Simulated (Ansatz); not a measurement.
# Na3MoO4Cl (P4/nmm): band gap by G0W0 on PBE

How far does one-shot GW move the PBE gap of Na3MoO4Cl (P4/nmm)?

Main program and level: Ansatz 0.2.0; PBE, then G0W0 on it, plane waves, PAW.

### Step 1. Set-up

The structure is tetragonal, space group P4/nmm (No. 129). The conventional cell has a = 7.494 Å, b = 7.494 Å, c = 5.341 Å, α = 90.00°, β = 90.00°, γ = 90.00°. Nearest to Na lie 4 O at 2.52 Å and 2 Cl at 2.77 Å. Na has 4 O at 2.36 Å and 2 Cl at 2.58 to 2.76 Å nearest. Mo has 4 O at 1.76 Å nearest. Nearest to Cl lie 6 Na at 2.58 to 2.77 Å. Nearest to O lie 1 Mo at 1.76 Å and 3 Na at 2.36 to 2.52 Å. Farther neighbours and most contacts between anions are not listed.

The start is a cell from the Crystallography Open Database.

### Step 2. Relaxation

The structure is relaxed first.

This step: DFT, PBE, plane waves, PAW; PAW set soft_1.

input.yaml

```yaml
crystal:
  lattice:
    - [7.4942, 0.0, 0.0]
    - [0.0, 7.4942, 0.0]
    - [0.0, 0.0, 5.3409]
  atoms:
    - { symbol: Na, position: [0.75, 0.75, 0.0] }
    - { symbol: Na, position: [0.75, 0.25, 0.0] }
    - { symbol: Na, position: [0.25, 0.25, 0.0] }
    - { symbol: Na, position: [0.25, 0.75, 0.0] }
    - { symbol: Na, position: [0.5, 0.0, 0.6358] }
    - { symbol: Na, position: [0.0, 0.5, 0.3642] }
    - { symbol: Mo, position: [0.0, 0.0, 0.5] }
    - { symbol: Mo, position: [0.5, 0.5, 0.5] }
    - { symbol: Cl, position: [0.5, 0.0, 0.15215] }
    - { symbol: Cl, position: [0.0, 0.5, 0.84785] }
    - { symbol: O, position: [0.81163, 0.0, 0.6975] }
    - { symbol: O, position: [0.5, 0.31163, 0.6975] }
    - { symbol: O, position: [0.18837, 0.0, 0.6975] }
    - { symbol: O, position: [0.5, 0.68837, 0.6975] }
    - { symbol: O, position: [0.31163, 0.5, 0.3025] }
    - { symbol: O, position: [0.0, 0.18837, 0.3025] }
    - { symbol: O, position: [0.68837, 0.5, 0.3025] }
    - { symbol: O, position: [0.0, 0.81163, 0.3025] }
kpoints:
  mp_grid: { grid: [4, 4, 4] }
hamiltonian:
  xc: pbe
  pseudopotentials: { kind: paw, azcp: { folder: soft_1 } }
scf:
  occupations: { method: fermi_dirac, width: 0.02 }
relax:
  f_tol: 0.02
  max_steps: 60
```

Run with:

```console
$ ansatz run input.yaml --threads 2 --pin off --max-ram 92160MiB --backend cuda --events-out ev --progress --plain --runs-dir out --devices 1 --max-vram 13GiB
```

Numbers of over 12 decimals in the logs are rounded to 6 here.

What it wrote:

```text
GPUs: using 1 of 1 available (devices: 1).
Engine: ansatz 0.2.0, x86_64-unknown-linux-gnu
Pseudopotentials: kind: paw
Pseudopotential: Na, paw, valence charge 9, recommended cutoff 420 eV (normal), soft_1/Na.paw.azcp
Pseudopotential: Mo, paw, valence charge 14, recommended cutoff 420 eV (normal), soft_1/Mo.paw.azcp
Pseudopotential: Cl, paw, valence charge 7, recommended cutoff 420 eV (normal), soft_1/Cl.paw.azcp
Pseudopotential: O, paw, valence charge 6, recommended cutoff 420 eV (normal), soft_1/O.paw.azcp
Functional definition: PBE
  parameter kappa = 0.804
  parameter beta = 0.066725
  exchange = pbe_x(kappa = kappa, mu = beta*pi^2/3)
  correlation = pbe_c(beta = beta)
device memory: the entry about to start is reckoned to put 3.5 GiB on a device that reports 40.7 GiB free (of which the cap on the GPU budget leaves the run 13.0 GiB)
GPU FFT provider: cuFFT
GPU libraries: cuBLAS 13.8.2, cuFFT 12.4.0, cuSOLVER 12.3.4
Crystal: 18 atoms, lattice volume = 299.961 Å³
Basis set: ecut = 420 eV, 5889 PW (Γ), exchange–correlation on 108×108×72 points (8 copies of the dense FFT grid, shifted against one another)
Bands: 90, of which v1, the nominal top of the filled ones, is band 72 counted from 1 (71 counted from 0)
Symmetry: 16 space group operations
Space group: P4/nmm (ITA 129), of the structure as read, at distance tolerance 6.7e-5 Å
k-points: 18 of 64
Non-local potential: Na, projectors of the file, l = 0: 3, l = 1: 2, l = 2: 1
Non-local potential: Mo, projectors of the file, l = 0: 3, l = 1: 2, l = 2: 2, l = 3: 1
Non-local potential: Cl, projectors of the file, l = 0: 2, l = 1: 2, l = 2: 1
Non-local potential: O, projectors of the file, l = 0: 2, l = 1: 2, l = 2: 1
PAW form: soft (Blöchl's): semilocal exchange-correlation on the pseudo side does not see the compensation charge
PAW one-centre angular grid: Na, 110 points (default); XC on 64 Gauss nodes
PAW one-centre angular grid: Mo, 590 points (default); XC on 64 Gauss nodes
PAW one-centre angular grid: Cl, 110 points (default); XC on 64 Gauss nodes
PAW one-centre angular grid: O, 110 points (default); XC on 64 Gauss nodes
Initial density: superposition of atomic densities (chi_scale 0.1, normalization cell, long waves kept (reshape's long-wave potential 0.04 eV rms))
Initial wavefunctions: pseudopotential atomic-orbital guess
GPU buffer pool allocated for 104976 grid points (all kernels)
GPU transforms: local potential and band sums: pruned to the plane-wave sphere, on 54×54×36
Functional: x = pbe(κ = 0.804, μ = 0.219515), c = pbe(β = 0.066725)
SCF iter   1: F=—  HF=-25559.134777 eV  |F-HF|=—  |Δ(HF+E_count)|=         —  Δρ=1.01e-1  dr2=4.57e1  ethr=3.10e-3  ⟨swp⟩=6.2  Hψ=5995  notcnv=0  defer=1
preconditioner: auto → Resta (q_TF=auto, 2.414 Å⁻¹)  ε∞=3.3  [insulator: Δε(μ)=4.514 eV  Ē_g=12.517 eV  σ=0.020 eV  W_gap=1.00  n_scr=68 (ndim 8)  ℏωp=19.2 eV  f_vac=0.000  D(μ)=0.00/eV (n_scr^D=0)  ε∞_Penn≈3.3]
SCF iter   2: F=—  HF=-25548.498023 eV  |F-HF|=—  |Δ(HF+E_count)|=    1.06e1  Δρ=4.18e-2  dr2=9.92e0  ethr=3.10e-3  ⟨swp⟩=3.0  Hψ=3312  notcnv=0  defer=234
SCF iter   3: F=—  HF=-25546.009122 eV  |F-HF|=—  |Δ(HF+E_count)|=    2.49e0  Δρ=9.30e-3  dr2=3.49e-1  ethr=3.10e-3  ⟨swp⟩=3.3  Hψ=2923  notcnv=0  defer=240
SCF iter   4: F=—  HF=-25545.936691 eV  |F-HF|=—  |Δ(HF+E_count)|=   7.24e-2  Δρ=3.08e-3  dr2=3.93e-2  ethr=2.42e-4  ⟨swp⟩=2.6  Hψ=2870  notcnv=0  defer=248
SCF iter   5: F=—  HF=-25545.940884 eV  |F-HF|=—  |Δ(HF+E_count)|=   4.19e-3  Δρ=6.90e-4  dr2=2.21e-3  ethr=2.73e-5  ⟨swp⟩=2.2  Hψ=1991  notcnv=0  defer=248
SCF iter   6: F=—  HF=-25545.943624 eV  |F-HF|=—  |Δ(HF+E_count)|=   2.74e-3  Δρ=2.80e-4  dr2=2.99e-4  ethr=1.54e-6  ⟨swp⟩=2.0  Hψ=2655  notcnv=0  defer=248
SCF iter   7: F=—  HF=-25545.943731 eV  |F-HF|=—  |Δ(HF+E_count)|=   1.07e-4  Δρ=9.06e-5  dr2=1.89e-5  ethr=2.08e-7  ⟨swp⟩=2.1  Hψ=2472  notcnv=0  defer=248
SCF iter   8: F=-25545.943750 eV  HF=-25545.943750 eV  |F-HF|=3.94e-7  |Δ(HF+E_count)|=   1.93e-5  Δρ=2.10e-5  dr2=1.78e-6  ethr=6.94e-9  ⟨swp⟩=4.2  Hψ=5004  notcnv=0
SCF 1 converged in 8 iterations: F = -25545.943750 eV  dr2 = 1.78e-6
  greatest PAW one-centre occupation: 0.999 electrons in one spin orbital (limit 2), on the Na atom at site 5 (counted from 0), in its partial waves of l = 0
relax step   1: F+E_penalty+E_count = -25545.94374965 eV  Δ(F+E_penalty+E_count) = +0.000e0 eV  max|allowed force component| = 6.670e-1 eV/Å  Δτ_max = 0.0000 Å  (8 SCF iters, dr2 threshold 1.00e-5 eV, accepted)
[...]
relax step   2: F+E_penalty+E_count = -25546.00302906 eV  Δ(F+E_penalty+E_count) = -5.928e-2 eV  max|allowed force component| = 6.931e-2 eV/Å  Δτ_max = 0.0165 Å  (5 SCF iters, dr2 threshold 2.78e-5 eV, accepted)
[...]
relax step   3: F+E_penalty+E_count = -25546.00388324 eV  Δ(F+E_penalty+E_count) = -8.542e-4 eV  max|allowed force component| = 1.692e-3 eV/Å  Δτ_max = 0.0065 Å  (6 SCF iters, accepted)
SCF converged after 6 iterations
Free energy (F): -25546.003883 eV
Harris-Foulkes:  -25546.003883 eV  (|F-HF|=1.58e-8)
Internal energy: -25546.003883 eV  (E = F + TS)
E sigma→0 (E₀):  -25546.003883 eV
Fermi energy:    4.591936 eV
--- Per-component energies (eV) ---
  E_band       = -2012.173802
  E_kinetic    = 3175.432291
  E_local      = -15695.046703  (includes V_loc(G=0)·N_el)
  E_nonlocal   = 2440.896602
  E_hartree    = 5506.444143
  E_xc         = -1364.123291
  E_vxc        = -1689.889729  (∫ρ·V_xc dr)
  E_paw        = -10797.908252  (= ΣΔE_a)
  E_vpaw       = -1256.463644  (= ΣTr[D̂ρ^β])
  E_aug_tail   = 0.006583  (compensation charges beyond the density's cutoff)
  E_ewald      = -8811.705256
  E_smearing   = -0.000000  (= −TS)
  E_closure    = -0.000000  (closes the sum)
  Σ components = -25546.003883   (vs F -25546.003883, Δ=0.00e0)
--- Forces (eV/Å), atoms counted from 1 ---
  atom   1  Na     0.00000000    -0.00000000    -0.00000000
  atom   2  Na    -0.00000000    -0.00000000    -0.00000000
  atom   3  Na     0.00000000    -0.00000000    -0.00000000
  atom   4  Na     0.00000000    -0.00000000     0.00000000
  atom   5  Na    -0.00000000     0.00000000    -0.00070263
  atom   6  Na     0.00000000     0.00000000     0.00070263
  atom   7  Mo     0.00000000     0.00000000    -0.00000000
  atom   8  Mo    -0.00000000     0.00000000     0.00000000
  atom   9  Cl     0.00000000     0.00000000    -0.00138992
  atom  10  Cl    -0.00000000     0.00000000     0.00138992
  atom  11  O     -0.00169189     0.00000000     0.00101143
  atom  12  O      0.00000000    -0.00169189     0.00101143
  atom  13  O      0.00169189     0.00000000     0.00101143
  atom  14  O      0.00000000     0.00169189     0.00101143
  atom  15  O     -0.00169189     0.00000000    -0.00101143
  atom  16  O     -0.00000000     0.00169189    -0.00101143
  atom  17  O      0.00169189     0.00000000    -0.00101143
  atom  18  O     -0.00000000    -0.00169189    -0.00101143
  max |Σ_I F_I| component: 3.47e-18 eV/Å
--- Relaxed structure (3 steps of the walk, 3 accepted, 0 SCFs on fresh bases) ---
  F+E_penalty+E_count = -25546.00388324 eV   max|allowed force component| = 1.692e-3 eV/Å
  atoms:
    - { symbol: Na, position: [0.75, 0.75, 0] }
    - { symbol: Na, position: [0.75, 0.250000, 0] }
    - { symbol: Na, position: [0.250000, 0.250000, 0] }
    - { symbol: Na, position: [0.250000, 0.75, 0] }
    - { symbol: Na, position: [0.500000, 0, 0.638910] }
    - { symbol: Na, position: [0, 0.500000, 0.361090] }
    - { symbol: Mo, position: [0, 0, 0.5] }
    - { symbol: Mo, position: [0.500000, 0.500000, 0.5] }
    - { symbol: Cl, position: [0.500000, 0, 0.155434] }
    - { symbol: Cl, position: [0, 0.500000, 0.844566] }
    - { symbol: O, position: [0.810272, 0, 0.700486] }
    - { symbol: O, position: [0.500000, 0.310272, 0.700486] }
    - { symbol: O, position: [0.189728, 0, 0.700486] }
    - { symbol: O, position: [0.500000, 0.689728, 0.700486] }
    - { symbol: O, position: [0.310272, 0.500000, 0.299514] }
    - { symbol: O, position: [0, 0.189728, 0.299514] }
    - { symbol: O, position: [0.689728, 0.500000, 0.299514] }
    - { symbol: O, position: [0, 0.810272, 0.299514] }
```

The job ended after 9.3 s (1 × NVIDIA H100 80GB HBM3 (shared by 6 runs) with 2 threads of AMD EPYC 7R13 (Zen 3), shared host; peak memory 0.99 GiB; 8.9 s of CPU time).

Step by step:

```csv
step,energy less that of the first step (eV),largest force component (eV/Å)
1,0.0000,0.6670
2,-0.0593,0.0693
3,-0.0601,0.0017
```

Forces are held to the 16 operations that the run works with; a distortion that breaks them can't arise in this run.

The atoms that moved most (Å):

```csv
atom,dx,dy,dz,length
O15,-0.010,0.000,-0.016,0.019
O18,0.000,-0.010,-0.016,0.019
O16,0.000,0.010,-0.016,0.019
O11,-0.010,0.000,0.016,0.019
O12,0.000,-0.010,0.016,0.019
O13,0.010,0.000,0.016,0.019
O17,0.010,0.000,-0.016,0.019
O14,0.000,0.010,0.016,0.019
```

### Step 3. Bands along the symmetry lines

Levels along a band path and on the mesh show where this functional puts the band edges.

input.yaml

```yaml
crystal:
  lattice:
    - [7.4942, 0.0, 0.0]
    - [0.0, 7.4942, 0.0]
    - [0.0, 0.0, 5.3409]
  atoms:
    - { symbol: Na, position: [0.75, 0.75, 0.0] }
    - { symbol: Na, position: [0.75, 0.25, 0.0] }
    - { symbol: Na, position: [0.25, 0.25, 0.0] }
    - { symbol: Na, position: [0.25, 0.75, 0.0] }
    - { symbol: Na, position: [0.5, 0.0, 0.6389095619] }
    - { symbol: Na, position: [0.0, 0.5, 0.3610904381] }
    - { symbol: Mo, position: [0.0, 0.0, 0.5] }
    - { symbol: Mo, position: [0.5, 0.5, 0.5] }
    - { symbol: Cl, position: [0.5, 0.0, 0.155433647] }
    - { symbol: Cl, position: [0.0, 0.5, 0.844566353] }
    - { symbol: O, position: [0.810272275, 0.0, 0.7004856242] }
    - { symbol: O, position: [0.5, 0.310272275, 0.7004856242] }
    - { symbol: O, position: [0.189727725, 0.0, 0.7004856242] }
    - { symbol: O, position: [0.5, 0.689727725, 0.7004856242] }
    - { symbol: O, position: [0.310272275, 0.5, 0.2995143758] }
    - { symbol: O, position: [0.0, 0.189727725, 0.2995143758] }
    - { symbol: O, position: [0.689727725, 0.5, 0.2995143758] }
    - { symbol: O, position: [0.0, 0.810272275, 0.2995143758] }
kpoints:
  mp_grid: { grid: [4, 4, 4] }
  band_path:
    path:
      - [[0.0, 0.0, 0.0], [0.0, 0.5, 0.0], [0.5, 0.5, 0.0], [0.0, 0.0, 0.0], [0.0, 0.0, 0.5], [0.0, 0.5, 0.5], [0.5, 0.5, 0.5], [0.0, 0.0, 0.5]]
      - [[0.0, 0.5, 0.0], [0.0, 0.5, 0.5]]
      - [[0.5, 0.5, 0.0], [0.5, 0.5, 0.5]]
    npoints: 10
hamiltonian:
  xc: pbe
  pseudopotentials: { kind: paw, azcp: { folder: soft_1 } }
scf:
  occupations: { method: fermi_dirac, width: 0.02 }
  n_extra_bands: 10
output:
  eigenvalues: true
  forces: true
  stress: true
  write_density: true
  write_potential: true
  elf: true
  volumetric_format: npy
```

What it wrote:

```text
[...]
GPUs: using 1 of 1 available (devices: 1).
[...]
GPU FFT provider: cuFFT
GPU libraries: cuBLAS 13.8.2, cuFFT 12.4.0, cuSOLVER 12.3.4
Crystal: 18 atoms, lattice volume = 299.961 Å³
Basis set: ecut = 420 eV, 5889 PW (Γ), exchange–correlation on 108×108×72 points (8 copies of the dense FFT grid, shifted against one another)
Bands: 82, of which v1, the nominal top of the filled ones, is band 72 counted from 1 (71 counted from 0)
Symmetry: 16 space group operations
[...]
k-points: 18 of 64
[...]
GPU buffer pool allocated for 104976 grid points (all kernels)
[...]
SCF iter   1: F=—  HF=-25559.556092 eV  |F-HF|=—  |Δ(HF+E_count)|=         —  Δρ=1.02e-1  dr2=4.77e1  ethr=3.10e-3  ⟨swp⟩=6.8  Hψ=5514  notcnv=0
[...]
SCF iter  10: F=-25546.003883 eV  HF=-25546.003883 eV  |F-HF|=1.01e-8  |Δ(HF+E_count)|=   1.79e-7  Δρ=2.94e-6  dr2=1.65e-8  ethr=6.94e-11  ⟨swp⟩=19.7  Hψ=17925  notcnv=0
SCF 1 converged in 10 iterations: F = -25546.003883 eV  dr2 = 1.65e-8
[...]
NSCF: frozen V_eff on 93 k-points
SCF converged after 10 iterations
Free energy (F): -25546.003883 eV
[...]
Internal energy: -25546.003883 eV  (E = F + TS)
E sigma→0 (E₀):  -25546.003883 eV
Fermi energy:    4.591901 eV
[...]
--- Forces (eV/Å), atoms counted from 1 ---
  atom   1  Na     0.00000000    -0.00000000     0.00000000
  atom   2  Na    -0.00000000    -0.00000000     0.00000000
  atom   3  Na     0.00000000    -0.00000000    -0.00000000
  atom   4  Na    -0.00000000    -0.00000000    -0.00000000
  atom   5  Na    -0.00000000     0.00000000    -0.00065214
  atom   6  Na     0.00000000     0.00000000     0.00065214
  atom   7  Mo     0.00000000     0.00000000    -0.00000000
  atom   8  Mo    -0.00000000     0.00000000     0.00000000
  atom   9  Cl     0.00000000     0.00000000    -0.00137732
  atom  10  Cl    -0.00000000     0.00000000     0.00137732
  atom  11  O     -0.00166182     0.00000000     0.00099022
  atom  12  O      0.00000000    -0.00166182     0.00099022
  atom  13  O      0.00166182     0.00000000     0.00099022
  atom  14  O      0.00000000     0.00166182     0.00099022
  atom  15  O     -0.00166182     0.00000000    -0.00099022
  atom  16  O     -0.00000000     0.00166182    -0.00099022
  atom  17  O      0.00166182     0.00000000    -0.00099022
  atom  18  O     -0.00000000    -0.00166182    -0.00099022
  max |Σ_I F_I| component: 4.34e-18 eV/Å
--- Stress (GPa, compression-positive) ---
        1.397684       0.000000       0.000000
        0.000000       1.397684       0.000000
        0.000000       0.000000       1.242701
  P = ⅓ Tr σ = 1.3460 GPa (13.460 kbar)
--- Band table (eV; the first three rows and the last of 18) ---
  k-point 0: bands = [... 68 lower, 2.1108, 2.2568, 2.2568, 2.3807, 6.7177, 6.7806, 7.0831, 7.2310, ... 6 higher]
  k-point 1: bands = [... 68 lower, 2.2291, 2.3276, 2.3276, 2.3706, 6.8096, 7.0056, 7.2358, 7.2439, ... 6 higher]
  k-point 2: bands = [... 68 lower, 2.3237, 2.3604, 2.4010, 2.4010, 6.9020, 7.1381, 7.2566, 7.3675, ... 6 higher]
  k-point 17: bands = [... 68 lower, 2.1883, 2.1883, 2.4039, 2.4039, 7.0364, 7.0364, 7.3336, 7.3336, ... 6 higher]
```

Run time: 9.8 s. Hardware: 1 × NVIDIA H100 80GB HBM3 (shared by 6 runs) with 2 threads; peak memory 1.2 GiB; 12 s of CPU time.

The column dr2 measures how far the density is from self-consistency, as an energy; F and HF (Harris–Foulkes) agree once it is small.

This step gave:

```yaml
pressure: 1.346 GPa
filled_bands: 72
gap: 4.314 eV
valence_top_at: A
conduction_bottom_at: Γ
least_direct_gap: 4.337 eV
```

Over mesh and path the gap is 4.314 eV, from k = (0.500, 0.500, 0.500) to k = Γ. The least direct gap found is 4.337 eV, at k = Γ.

The electronic bands at the labelled points (eV, zero at the top of the highest nominally filled band):

```csv
point,band 69,band 70,band 71,band 72,band 73,band 74,band 75,band 76
Γ,-0.29,-0.15,-0.15,-0.02,4.31,4.38,4.68,4.83
halfway,-0.19,-0.17,-0.14,-0.04,4.38,4.46,4.67,4.74
X,-0.15,-0.15,-0.10,-0.10,4.56,4.56,4.59,4.59
halfway,-0.14,-0.14,-0.10,-0.10,4.56,4.56,4.62,4.62
M,-0.12,-0.12,-0.11,-0.11,4.57,4.57,4.65,4.65
halfway,-0.17,-0.17,-0.13,-0.06,4.43,4.52,4.67,4.69
Γ,-0.29,-0.15,-0.15,-0.02,4.31,4.38,4.68,4.83
halfway,-0.17,-0.08,-0.08,-0.03,4.41,4.60,4.83,4.84
Z,-0.08,-0.04,0.00,0.00,4.50,4.73,4.85,4.96
halfway,-0.14,-0.04,-0.02,-0.01,4.54,4.78,4.79,4.94
R,-0.12,-0.12,-0.01,-0.01,4.66,4.66,4.88,4.88
halfway,-0.15,-0.15,-0.01,-0.01,4.64,4.64,4.90,4.90
A,-0.22,-0.22,0.00,0.00,4.63,4.63,4.93,4.93
halfway,-0.18,-0.08,-0.02,0.00,4.57,4.74,4.83,4.94
Z,-0.08,-0.04,0.00,0.00,4.50,4.73,4.85,4.96
jump to X,-0.15,-0.15,-0.10,-0.10,4.56,4.56,4.59,4.59
halfway,-0.14,-0.14,-0.07,-0.07,4.61,4.61,4.75,4.75
R,-0.12,-0.12,-0.01,-0.01,4.66,4.66,4.88,4.88
jump to M,-0.12,-0.12,-0.11,-0.11,4.57,4.57,4.65,4.65
halfway,-0.17,-0.17,-0.05,-0.05,4.60,4.60,4.79,4.79
A,-0.22,-0.22,0.00,0.00,4.63,4.63,4.93,4.93
```

ELF in the ac plane at fractional y = 0.000, with atoms of Na and Mo and Cl and O within 0.2 Å of it. It is the smooth field of the valence electrons, not physical close to the nuclei.

Ten even steps from '_' (0.00) to '@' (0.87), each cell a mean:
```
____..----..__..++%%%%%%##--____::--::..__
__::**##%%**::____........__..==##%%##==..
..==%%@@@@@@##::____::..____==%%@@@@@@##::
..==%%##**@@%%::..++****--__++@@##++%%##::
==--####**@@%%::::**--++++..++@@##++##++--
##**==##%%@@**..::**==++++__--%%@@%%**==##
++##++==****--____--++==::__..++##++--****
##%%++..::::________....______..::..::##%%
****::________::++**####**==..______..==**
::..________..**@@@@@@@@@@%%==________....
..__________==%%@@@@##%%@@@@**::________..
____________++%%@@%%::++@@@@##--__________
____________==%%@@@@**##@@@@##::__________
____________..**@@@@@@@@@@%%--____________
```
Columns run along a (7.5 Å), rows up along c (5.3 Å). Atoms in or near the plane, at fractional coordinates: Na at (0.50, 0.64), Mo at (0.00, 0.50), Cl at (0.50, 0.16), O at (0.81, 0.70), O at (0.19, 0.70).

Electrostatic potential energy in the ac plane at fractional y = 0.000, with atoms of Na and Mo and Cl and O within 0.2 Å of it. With pseudopotentials it is smooth inside the atoms' cores, unlike the true potential.

Ten even steps from '_' (-62 eV) to '@' (9 eV), each cell a mean:
```
@@@@@@@@@@@@@@@@@@@@@@@@@@@@@@@@@@@@@@@@@@
@@@@@@@@@@@@@@@@@@@@@@@@@@@@@@@@@@@@@@@@@@
@@@@@@**++##@@@@@@@@%%%%@@@@@@@@**++##@@@@
%%%%**--::++@@@@@@**--==##@@@@##--::==%%%%
++****----++@@@@%%::____++@@@@##==--==**++
__::++****%%@@@@%%--__..**@@@@@@##****==..
____==%%@@@@@@@@@@%%****%%@@@@@@@@@@**::__
__..++%%@@@@@@@@@@@@@@@@@@@@@@@@@@@@##--__
::==##%%@@@@@@@@@@@@@@@@@@@@@@@@@@@@%%**--
##%%%%@@@@@@@@@@@@%%**##%%@@@@@@@@@@@@%%##
@@@@@@@@@@@@@@@@%%==--==**@@@@@@@@@@@@@@@@
@@@@@@@@@@@@@@@@##------==%%@@@@@@@@@@@@@@
@@@@@@@@@@@@@@@@##==----++%%@@@@@@@@@@@@@@
@@@@@@@@@@@@@@@@@@##****%%@@@@@@@@@@@@@@@@
```
Columns run along a (7.5 Å; values clipped at the 3rd and 97th percentile), rows up along c (5.3 Å). Atoms in or near the plane, at fractional coordinates: Na at (0.50, 0.64), Mo at (0.00, 0.50), Cl at (0.50, 0.16), O at (0.81, 0.70), O at (0.19, 0.70).

(Continued in part 2 of 2.)

[Paths, hosts, dates, memory and timing lines, banners, echoed tables and standing remarks are left out of the program output.]

[Logs are printed without paths, hosts, clocks, repeated set-up lines and the standing remarks that a program may print on its own settings, such as how far it seeks lower states.]

[Runs of the session that timed out or met a known fault of the program may be left out.]

[Cells called generated may have been cut or substituted from an entry of the Crystallography Open Database or the Materials Project.]

[Hosts, paths, dates, database ids (printed as entryN), source tags and the programs' standing remarks are cut or masked in the printed files.]

[Where an RPA ε∞ is given, it is that of the G0W0 mesh and is not shown converged in it. Names of k-points follow the symmetry that the program found, which can be lower than the space group named. Band edges on a path are those of the sampled points; other points can move an edge, and change direct to indirect where valleys lie close.]

[Hybrid gaps are those of their k-mesh and are not shown converged in it.]
